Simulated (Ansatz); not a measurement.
# Σ9 (221) boundary in fcc Cu: structure and resistance, part 2 of 3

How much does the Σ9 (221) boundary in fcc Cu reflect electrons?

Ansatz 0.2.0; Ansatz plane-wave DFT, PBE, PAW files; relaxation of a bicrystal slab with its lowest layers held; PAW set soft_1 (the session's first sound run).

So far. Step 2 (Relaxing the bicrystal): The largest force component on a free atom ends at 0.020 eV/Å, under the tolerance of 0.03, after 5 steps.

### 3. Transmission across the boundary

Bulk layers of each grain are laid under and over the relaxed boundary, and a lead is named in the middle of each, away from the free faces. The mesh across the current, 24×8, is finer than the density's, because channels open and close sharply across the zone. Energies from -0.1 to 0.1 eV in steps of 0.05 eV are too few for the program's thermal sum, so it prints no conductance; for a metal the transmission near the Fermi level serves, at a fraction of the cost.

This step: Ansatz plane-wave DFT, PBE, PAW files; ballistic transport by layer matching (Landauer), zero bias; boundary relaxed in a short slab, bulk layers laid on; PAW set soft_1 (Ansatz 0.2.0).

System of this step: Σ9 (221) boundary in fcc Cu. The cell holds 72 atoms: 72 Cu. Cell: a = 2.556 Å, b = 7.668 Å, c = 51.209 Å, α = 90.0°, β = 90.0°, γ = 90.0°. It derives from Cu. Regions: lower grain, 29 atoms (29 Cu); boundary, 20 atoms (20 Cu); upper grain, 23 atoms (23 Cu). Vacuum lies along c.

File input.yaml:

```yaml
crystal:
  lattice:
    - [2.5561627297, 0.0, 0.0]
    - [0.0, 7.6684881892, 0.0]
    - [0.0, 0.0, 51.209375406]
  atoms:
    - { symbol: Cu, position: [-19.5000000006, -10.8333333333, 0.0781106969] }
    - { symbol: Cu, position: [-19.0000000005, -10.5555555555, 0.0898759904] }
    - { symbol: Cu, position: [-18.5000000005, -10.2777777778, 0.101641284] }
    - { symbol: Cu, position: [-18.0000000005, -10.0, 0.1134065775] }
    - { symbol: Cu, position: [-17.5000000005, -9.7222222222, 0.125171871] }
    - { symbol: Cu, position: [-17.0000000005, -9.4444444444, 0.1369371646] }
    - { symbol: Cu, position: [-16.5000000004, -9.1666666667, 0.1487024581] }
    - { symbol: Cu, position: [-16.0000000004, -8.8888888889, 0.1604677516] }
    - { symbol: Cu, position: [-15.5000000004, -8.6111111111, 0.1722330451] }
    - { symbol: Cu, position: [-15.0000000004, -8.3333333333, 0.1839983387] }
    - { symbol: Cu, position: [-14.5000000004, -8.0555555556, 0.1957636322] }
    - { symbol: Cu, position: [-14.0000000004, -7.7777777778, 0.2075289257] }
    - { symbol: Cu, position: [-13.5000000003, -7.5, 0.2192942193] }
    - { symbol: Cu, position: [-13.0000000003, -7.2222222222, 0.2310595128] }
    - { symbol: Cu, position: [-12.5000000003, -6.9444444444, 0.2428248063] }
    - { symbol: Cu, position: [-12.0000000003, -6.6666666667, 0.2545900999] }
    - { symbol: Cu, position: [-11.5000000003, -6.3888888889, 0.2663553934] }
    - { symbol: Cu, position: [-11.0000000002, -6.1111111111, 0.2781206869] }
    - { symbol: Cu, position: [-10.5000000002, -5.8333333333, 0.2898859805] }
    - { symbol: Cu, position: [-10.0000000002, -5.5555555556, 0.301651274] }
    - { symbol: Cu, position: [-9.5000000002, -5.2777777778, 0.3134165675] }
    - { symbol: Cu, position: [-9.0000000002, -5.0, 0.3251818611] }
    - { symbol: Cu, position: [-8.5000000001, -4.7222222222, 0.3369471546] }
    - { symbol: Cu, position: [-8.0000000001, -4.4444444445, 0.3487124481] }
    - { symbol: Cu, position: [-7.5000000001, -4.1666666667, 0.3604777417] }
    - { symbol: Cu, position: [-7.0000000001, -3.8888888889, 0.3722430352] }
    - { symbol: Cu, position: [-6.5000000001, -3.6111111111, 0.3840083287] }
    - { symbol: Cu, position: [-6.0, -3.3333333334, 0.3957736223] }
    - { symbol: Cu, position: [-5.5, -3.0555555556, 0.4075389158] }
    - { symbol: Cu, position: [1.0, 0.2222222222, 0.4193042093] }
    - { symbol: Cu, position: [0.5, 0.5030277208, 0.4307425949] }
    - { symbol: Cu, position: [1.0, 0.7812597758, 0.4431417346] }
    - { symbol: Cu, position: [0.5, 0.056384306, 0.4551808097] }
    - { symbol: Cu, position: [1.0, 0.3387099294, 0.4659243554] }
    - { symbol: Cu, position: [0.5, 0.6177487362, 0.4783809234] }
    - { symbol: Cu, position: [1.0, 0.886547912, 0.4916351324] }
    - { symbol: Cu, position: [0.5, 0.1765310319, 0.5013737095] }
    - { symbol: Cu, position: [1.0, 0.4530622614, 0.5124280577] }
    - { symbol: Cu, position: [0.5, 0.7199608083, 0.5330534798] }
    - { symbol: Cu, position: [0.0, 0.0137509565, 0.5353334241] }
    - { symbol: Cu, position: [1.0, 0.4756523424, 0.5587446802] }
    - { symbol: Cu, position: [0.5, 0.1905458398, 0.5681373287] }
    - { symbol: Cu, position: [1.0, 0.8970148946, 0.5790571467] }
    - { symbol: Cu, position: [0.5, 0.6308664656, 0.593268729] }
    - { symbol: Cu, position: [1.0, 0.3495623931, 0.6044858289] }
    - { symbol: Cu, position: [0.5, 0.0682912136, 0.6151333624] }
    - { symbol: Cu, position: [1.0, 0.7941560908, 0.6280153949] }
    - { symbol: Cu, position: [0.5, 0.5151305271, 0.6402235189] }
    - { symbol: Cu, position: [1.0, 0.234586413, 0.6512875519] }
    - { symbol: Cu, position: [-5.5, -3.0431913648, 0.6630528454] }
    - { symbol: Cu, position: [-6.0, -3.3209691426, 0.6748181389] }
    - { symbol: Cu, position: [-6.5000000001, -3.5987469204, 0.6865834325] }
    - { symbol: Cu, position: [-7.0000000001, -3.8765246981, 0.698348726] }
    - { symbol: Cu, position: [-7.5000000001, -4.1543024759, 0.7101140195] }
    - { symbol: Cu, position: [-8.0000000001, -4.4320802537, 0.7218793131] }
    - { symbol: Cu, position: [-8.5000000001, -4.7098580315, 0.7336446066] }
    - { symbol: Cu, position: [-9.0000000002, -4.9876358092, 0.7454099001] }
    - { symbol: Cu, position: [-9.5000000002, -5.265413587, 0.7571751937] }
    - { symbol: Cu, position: [-10.0000000002, -5.5431913648, 0.7689404872] }
    - { symbol: Cu, position: [-10.5000000002, -5.8209691426, 0.7807057807] }
    - { symbol: Cu, position: [-11.0000000002, -6.0987469203, 0.7924710743] }
    - { symbol: Cu, position: [-11.5000000003, -6.3765246981, 0.8042363678] }
    - { symbol: Cu, position: [-12.0000000003, -6.6543024759, 0.8160016613] }
    - { symbol: Cu, position: [-12.5000000003, -6.9320802537, 0.8277669549] }
    - { symbol: Cu, position: [-13.0000000003, -7.2098580314, 0.8395322484] }
    - { symbol: Cu, position: [-13.5000000003, -7.4876358092, 0.8512975419] }
    - { symbol: Cu, position: [-14.0000000004, -7.765413587, 0.8630628354] }
    - { symbol: Cu, position: [-14.5000000004, -8.0431913648, 0.874828129] }
    - { symbol: Cu, position: [-15.0000000004, -8.3209691425, 0.8865934225] }
    - { symbol: Cu, position: [-15.5000000004, -8.5987469203, 0.898358716] }
    - { symbol: Cu, position: [-16.0000000004, -8.8765246981, 0.9101240096] }
    - { symbol: Cu, position: [-16.5000000004, -9.1543024759, 0.9218893031] }
kpoints:
  mp_grid: { grid: [10, 4, 1] }
hamiltonian:
  xc: pbe
  pseudopotentials: { kind: paw, azcp: { folder: soft_1 } }
scf:
  occupations: { method: fermi_dirac, width: 0.1 }
output:
  transmission:
    leads: [[15, 16], [59, 60]]
    kmesh: [24, 8]
    e_range: [-0.1, 0.1]
    de: 0.05
  write_potential: true
  write_density: true
  volumetric_format: npy
  elf: true
```

Run with:

```sh
> ansatz run input.yaml --threads 4 --pin off --max-ram 15360MiB --backend cpu --events-out ev --progress --plain --runs-dir out
```

Numbers of over 12 decimals in the logs are rounded to 6 here.

The log of the run:

```text
[...]
Crystal: 72 atoms, lattice volume = 1003.801 Å³
Basis set: ecut = 420 eV, 19703 PW (Γ)
Bands: 821, of which v1, the nominal top of the filled ones, is band 684 counted from 1 (683 counted from 0)
Symmetry: 2 space group operations
[...]
k-points: 18 of 40 (time reversal used)
[...]
SCF iter   1: F=—  HF=-477072.757391 eV  |F-HF|=—  |Δ(HF+E_count)|=         —  Δρ=2.44e-1  dr2=3.59e2  ethr=3.10e-3  ⟨swp⟩=4.9  Hψ=47779  notcnv=0  defer=1324
[...]
SCF iter  15: F=-477008.736983 eV  HF=-477008.736983 eV  |F-HF|=3.80e-8  |Δ(HF+E_count)|=   2.62e-8  Δρ=2.43e-6  dr2=5.17e-8  ethr=7.31e-12  ⟨swp⟩=2.3  Hψ=28682  notcnv=0
SCF 1 converged in 15 iterations: F = -477008.736983 eV  dr2 = 5.17e-8
[...]
transmission: 423 of 4225 steps passed
transmission: 845 of 4225 steps passed
[...]
transmission: 4225 of 4225 steps passed
WARN: The input density's exchange-correlation potential varies sharply where the density is thin. Do not read a vacuum level from v_tot or v_xc, or from such a field of the output density. On a cell that repeats whose density bears no net charge and no dipole along the vacuum's axis use v_es (v_loc + v_h of the components); under efield.dipole_correction with no amplitude use v_es + v_field, which holds any external [...]
SCF converged after 15 iterations
the last check of whether an eigenvalue changes by more than its tolerance under the output density was not made (no_room)
Free energy (F): -477008.736983 eV
[...]
Internal energy: -477007.963393 eV  (E = F + TS)
E sigma→0 (E₀):  -477008.350188 eV
Entropy (-TS):   -0.773589 eV (-10.744 meV/atom)
Fermi energy:    13.177974 eV
[...]
--- Band table (eV; the first three rows and the last of 18) ---
  k-point 0: bands = [... 680 lower, 11.7238, 11.7344, 11.7797, 11.8168, 11.8194, 11.8689, 11.9435, 11.9647, ... 133 higher]
  k-point 1: bands = [... 680 lower, 11.7008, 11.7159, 11.7616, 11.8044, 11.8071, 11.8171, 11.8856, 11.9992, ... 133 higher]
  k-point 2: bands = [... 680 lower, 12.0044, 12.0083, 12.0389, 12.0610, 12.0792, 12.1064, 12.2718, 12.2791, ... 133 higher]
  k-point 17: bands = [... 680 lower, 13.7912, 13.8123, 13.8338, 13.8494, 13.9918, 14.0146, 14.0570, 14.0820, ... 133 higher]
--- Transmission ---
  basis      : 177 plane waves across, 65 finite elements along
  points     : 65, standing for a mesh of 24 x 8
  energies   : 5 from -0.100000 to 0.100000 eV about the Fermi level, 0.050000 eV apart; the leads are filled to 0.000000 eV, and channels, transmission and decay are at 0.000000 eV
  crystal 0  : Cu4, at the sites [15, 16], period 2.4100 Å, over 18.07 Å; its Hamiltonian steps by up to 7.4 meV
    offset         : up to 0.0000 Å between an atom of the period and one for which it stands
    channels       : 2.807292e0 a spin
    conductance    : none, the energies end too early or step too widely for 300 K: set another output.transmission.e_range or a lower de, or, where they end at an eighth of basis.ecutwfc, a higher one
[...]
channels       : 2.786458e0 a spin
[...]
junction   : crystal 0 to crystal 1, 13.94 to 39.08 Å
    transmission   : 2.311594e0 a spin
[...]
```

The job ended after 53 min (4 threads of Arm Neoverse V1, shared host; peak memory 10 GiB; 3.4 h of CPU time).

In the SCF lines HF is the Harris–Foulkes energy and dr2 the Hartree energy of the density residual, in eV; the loop may stop once dr2 is under the threshold and the program's other checks hold. Hψ counts applications of the Hamiltonian.

This step gave:

* free energy: -477008.7370 eV
* energy at zero smearing: -477008.3502 eV
* Fermi energy: 13.18 eV
* cell area: 19.60 Å²
* transmission per spin nearest the Fermi level: 2.312
* open channels per spin nearest the Fermi level: 2.807
* open channels per spin, upper lead: 2.786
* step of the lead's potential: 7.4 meV
* step of the upper lead's potential: 9.3 meV

Per spin. The transmission, zone mean by energy, zero at the Fermi level:

```
energy (eV)  transmission, zone mean
    -0.1000                     2.30
    -0.0500                     2.29
     0.0000                     2.31
     0.0500                     2.33
     0.1000                     2.34
```

Per spin. The open channels, zone mean by energy, zero at the Fermi level:

```
energy (eV)  lead  upper lead
    -0.1000  2.79        2.79
    -0.0500  2.79        2.80
     0.0000  2.81        2.79
     0.0500  2.82        2.83
     0.1000  2.85        2.85
```

Transmission over k1 and k2. At 0.0000 eV from the Fermi level.

Ten even steps from '_' (0.03) to '@' (2.96):
```
@@**********%%@@@@%%==========%%@@@@%%**********
@@##**##%%@@@@@@**@@%%------%%@@**@@@@@@%%##**##
@@%%%%%%%%@@@@@@@@@@@@@@%%@@@@@@@@@@@@@@%%%%%%%%
@@%%%%%%%%@@@@@@@@@@@@@@@@@@@@@@@@@@@@@@%%%%%%%%
@@%%%%%%%%@@@@@@@@@@@@@@%%@@@@@@@@@@@@@@%%%%%%%%
@@##**##%%@@@@@@**@@%%------%%@@**@@@@@@%%##**##
@@**********%%@@@@%%==========%%@@@@%%**********
@@**************%%%%__________%%%%**************
```
Columns: k1 (b1) from -0.5 to 0.458; rows upwards: k2 (b2) from -0.5 to 0.375.

Open channels over k1 and k2. At 0.0000 eV from the Fermi level.

Ten even steps from '0' (2.00) to '9' (4.00):
```
900000555555555555500000
950555555550005555555505
955555555555555555555555
955555555555555555555555
955555555555555555555555
950555555550005555555505
900000555555555555500000
900000009900000990000000
```
Columns: k1 (b1) from -0.5 to 0.458; rows upwards: k2 (b2) from -0.5 to 0.375.

Valence density in the cb plane at fractional x = 0.000, with atoms of Cu within 0.2 Å of it. It is the smooth field of the valence electrons, not physical close to the nuclei.

Values in e/Å³, 11 rows by 16 columns, each cell a mean:
```
 0  0  2  6  1 20  1  0  0  0  0  0  0  0  0  0
 0  0  0  0  1 15  1  7  5  0  0  0  0  0  0  0
 1  0  0  0  0  0  0 15 11  1  5  0  0  0  0  0
 2  1  1  0  0  0  0  1  1  3 28  0  0  0  0  0
 0 16 14  0  1  0  0  0  0  0  2  0  0  0  0  0
 0  3  3  2 23  0  0  0  0  0  0  0  0  0  0  0
 0  0  0  1 11  0 14  3  0  0  0  0  0  0  0  0
 0  0  0  0  0  0 17  4  3  6  0  0  0  0  0  0
 2  1  0  0  0  0  0  0  8 20  0  3  0  0  0  0
26  6  1  1  0  0  0  0  1  1  1 30  1  0  0  0
 3  1  7 22  0  0  0  0  0  0  0  3  0  0  0  0
```
Columns run along c (16.0 Å, from fractional 0.69 to 1.00 of the cell), rows up along b (7.7 Å). Atoms in or near the plane, at fractional coordinates: Cu at (0.70, 0.12), Cu at (0.72, 0.57), Cu at (0.75, 0.01), Cu at (0.77, 0.46), Cu at (0.79, 0.90), Cu at (0.82, 0.35), Cu at (0.84, 0.79), Cu at (0.86, 0.23), Cu at (0.89, 0.68), Cu at (0.91, 0.12).

ELF in the cb plane at fractional x = 0.000, with atoms of Cu within 0.2 Å of it. It is the smooth field of the valence electrons, not physical close to the nuclei.

Ten even steps from '0' (0.00) to '9' (0.79), each cell a mean:
```
22233322321222222233332233222222334332100000
33333322222221583223222233332223333332100000
33323322223321462222122223332223333332100000
23322333333322222222265223322223333322100000
22333333333332222332276222222223333321100000
12333222322233233332122122224222333221000000
22322222333333333332222232159412332211000000
12222222233322332233222332224222221100000000
22224931232222233333333333221222211000000000
33213632222222233332333233222233211000000000
33222212222552233222233223333333221000000000
33322223322672222222233333233333321000000000
22332233322221222242223322223333321100000000
33333333322222322395223222223333332100000000
33223322332223322242222122123333322100000000
22222333333333332222222268222322222110000000
22222333323332332222332246222212211110000000
15622332222332233333332222222226421110000000
26722222222233333333333222232228521111000000
12212222431233222332233223333222222221000000
22222223962232222233333333333221223321000000
```
Columns run along c (16.0 Å, from fractional 0.69 to 1.00 of the cell), rows up along b (7.7 Å). Atoms in or near the plane, at fractional coordinates: Cu at (0.70, 0.12), Cu at (0.72, 0.57), Cu at (0.75, 0.01), Cu at (0.77, 0.46), Cu at (0.79, 0.90), Cu at (0.82, 0.35), Cu at (0.84, 0.79), Cu at (0.86, 0.23), Cu at (0.89, 0.68), Cu at (0.91, 0.12).

Electrostatic potential energy in the cb plane at fractional x = 0.000, with atoms of Cu within 0.2 Å of it. With pseudopotentials it is smooth inside the atoms' cores, unlike the true potential.

Values in eV, 11 rows by 16 columns, each cell a mean:
```
 15  14  -4 -20   5 -42   1  12  13  13  15  14  15  17  18  18
 15  13  14  13   7 -37   1 -19 -14  14  14  14  14  17  17  18
  7  14  15  14  14   9  13 -30 -24   4 -19  12  15  17  17  18
 -4   0   1  14  15  15  14   6   7  -8 -47   9  17  17  18  18
  9 -32 -29  11   3  13  14  16  14   9  -7  15  18  18  18  18
 14  -9  -7  -4 -44   8  10  13  13  15  14  16  18  18  18  18
 13  15  14   1 -31   7 -32  -7  14  14  14  15  17  18  18  18
 14  15  13  14  11  11 -36 -10  -6 -19  13  14  17  18  18  18
-10   3  14  15  14  14   7  11 -19 -38   9 -13  11  17  18  18
-43 -16   7   0  14  15  15  14   7   1   3 -50   0  17  18  18
-11   3 -18 -39  11   7  13  14  16  14  11 -14  10  17  18  18
```
Columns run along c (16.0 Å, from fractional 0.69 to 1.00 of the cell; values clipped at the 3rd and 97th percentile), rows up along b (7.7 Å). Atoms in or near the plane, at fractional coordinates: Cu at (0.70, 0.12), Cu at (0.72, 0.57), Cu at (0.75, 0.01), Cu at (0.77, 0.46), Cu at (0.79, 0.90), Cu at (0.82, 0.35), Cu at (0.84, 0.79), Cu at (0.86, 0.23), Cu at (0.89, 0.68), Cu at (0.91, 0.12).

Over the solved energies the transmission per spin lies between 2.29 and 2.34, out of 2.81 channels of the lead on average (up to 2.85).

### 4. Specific resistance

This step: Ansatz plane-wave DFT, PBE, PAW files; ballistic transport by layer matching (Landauer), zero bias; specific resistance of the boundary; PAW set soft_1 (Ansatz 0.2.0).

Numbers from this step:

| Quantity | Value |
| --- | --- |
| area resistance | 0.1923 fΩ m² |
| T over the leads' mean channel count | 0.8241 |

Averaged over the energies near the Fermi level, 82.4 % of the channels pass, which makes 0.192 fΩ m².

By hand, with T and the leads' channels N averaged over the energies near the Fermi level: RA = A (h/2e²)(1/T − ½[1/N₁ + 1/N₂]) = 19.60×10⁻²⁰ m² × 12 906 Ω × (1/2.315 − ½[1/2.809 + 1/2.809]) = 0.192 fΩ m².

(Part 2 of 3 ends here.)

[Logs are printed without paths, hosts, clocks, repeated set-up lines and the standing remarks that a program may print on its own settings, such as how far it seeks lower states.]

[Hosts, paths, dates, database ids (printed as entryN), source tags and the programs' standing remarks are cut or masked in the printed files.]
